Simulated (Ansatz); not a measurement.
# Potential energy on cooling a melt of Bi2Te9O21 (96 atoms)

Calculated with Ansatz 0.2.0: Kohn-Sham DFT, PBE+D3(BJ), PAW (set soft_2), plane waves; cutoff 420 eV, Γ point, fermi-dirac smearing of 0.116 eV. A melt made by DFT dynamics from a random start is cooled at fixed volume, with the thermostat ramped from 1350 to 300 K at 515 K/ps; the atoms lag behind it. The run is cut into twelve blocks of equal length; the table gives means over the six coldest, with energies counted from the coldest.

| mean temperature (K) | potential energy (meV/atom) |
| --- | --- |
| 375 | 0 |
| 499 | 10.08 |
| 581 | 30.62 |
| 594 | ? |
| 709 | 44.02 |
| 803 | 57.35 |

Task: Fit a straight line to the rows given and interpolate to the withheld row.

Worked fit:

For a solid that vibrates harmonically, the potential energy per atom rises as (3/2) k_B T, a line in u = T with slope 0.1293 meV/K.

```
u = T (K)  v (meV/atom)
  374.575             0
  499.391       10.0771
  580.510       30.6167
  708.662       44.0174
  803.232       57.3492
```

With n = 5: mean u = 593.274, mean v = 28.4121, Σ(u − ū)² = 114202.96, Σ(u − ū)(v − v̄) = 15783.14. Slope b = 15783.14 / 114202.96 = 0.13820; intercept a = v̄ − b ū = -53.580.

At T = 593.8 K, v = a + b u.

Prediction at 594: 28.49 meV/atom. The run gave 36.58 meV/atom, so the fit is low by 8.1 meV/atom (22 % of the value).

The slope, 0.138 meV/K, is 1.1 times the harmonic value, close to that of a harmonic solid. Over the five hottest of the twelve blocks the slope is 0.199 meV/K, larger, as in a liquid whose structure still changes with temperature. Among the rows given, the largest miss of the fit is at 499, by 5.4 meV/atom (9.3 % of the range of the table).

Limits: At this rate the structure lags behind the temperature, and block means over so few atoms scatter. Classical nuclei: no zero-point motion.

[Logs are printed without paths, hosts, clocks, repeated set-up lines and the standing remarks that a program may print on its own settings, such as how far it seeks lower states.]

[Hosts, paths, dates, database ids (printed as entryN), source tags and the programs' standing remarks are cut or masked in the printed files.]
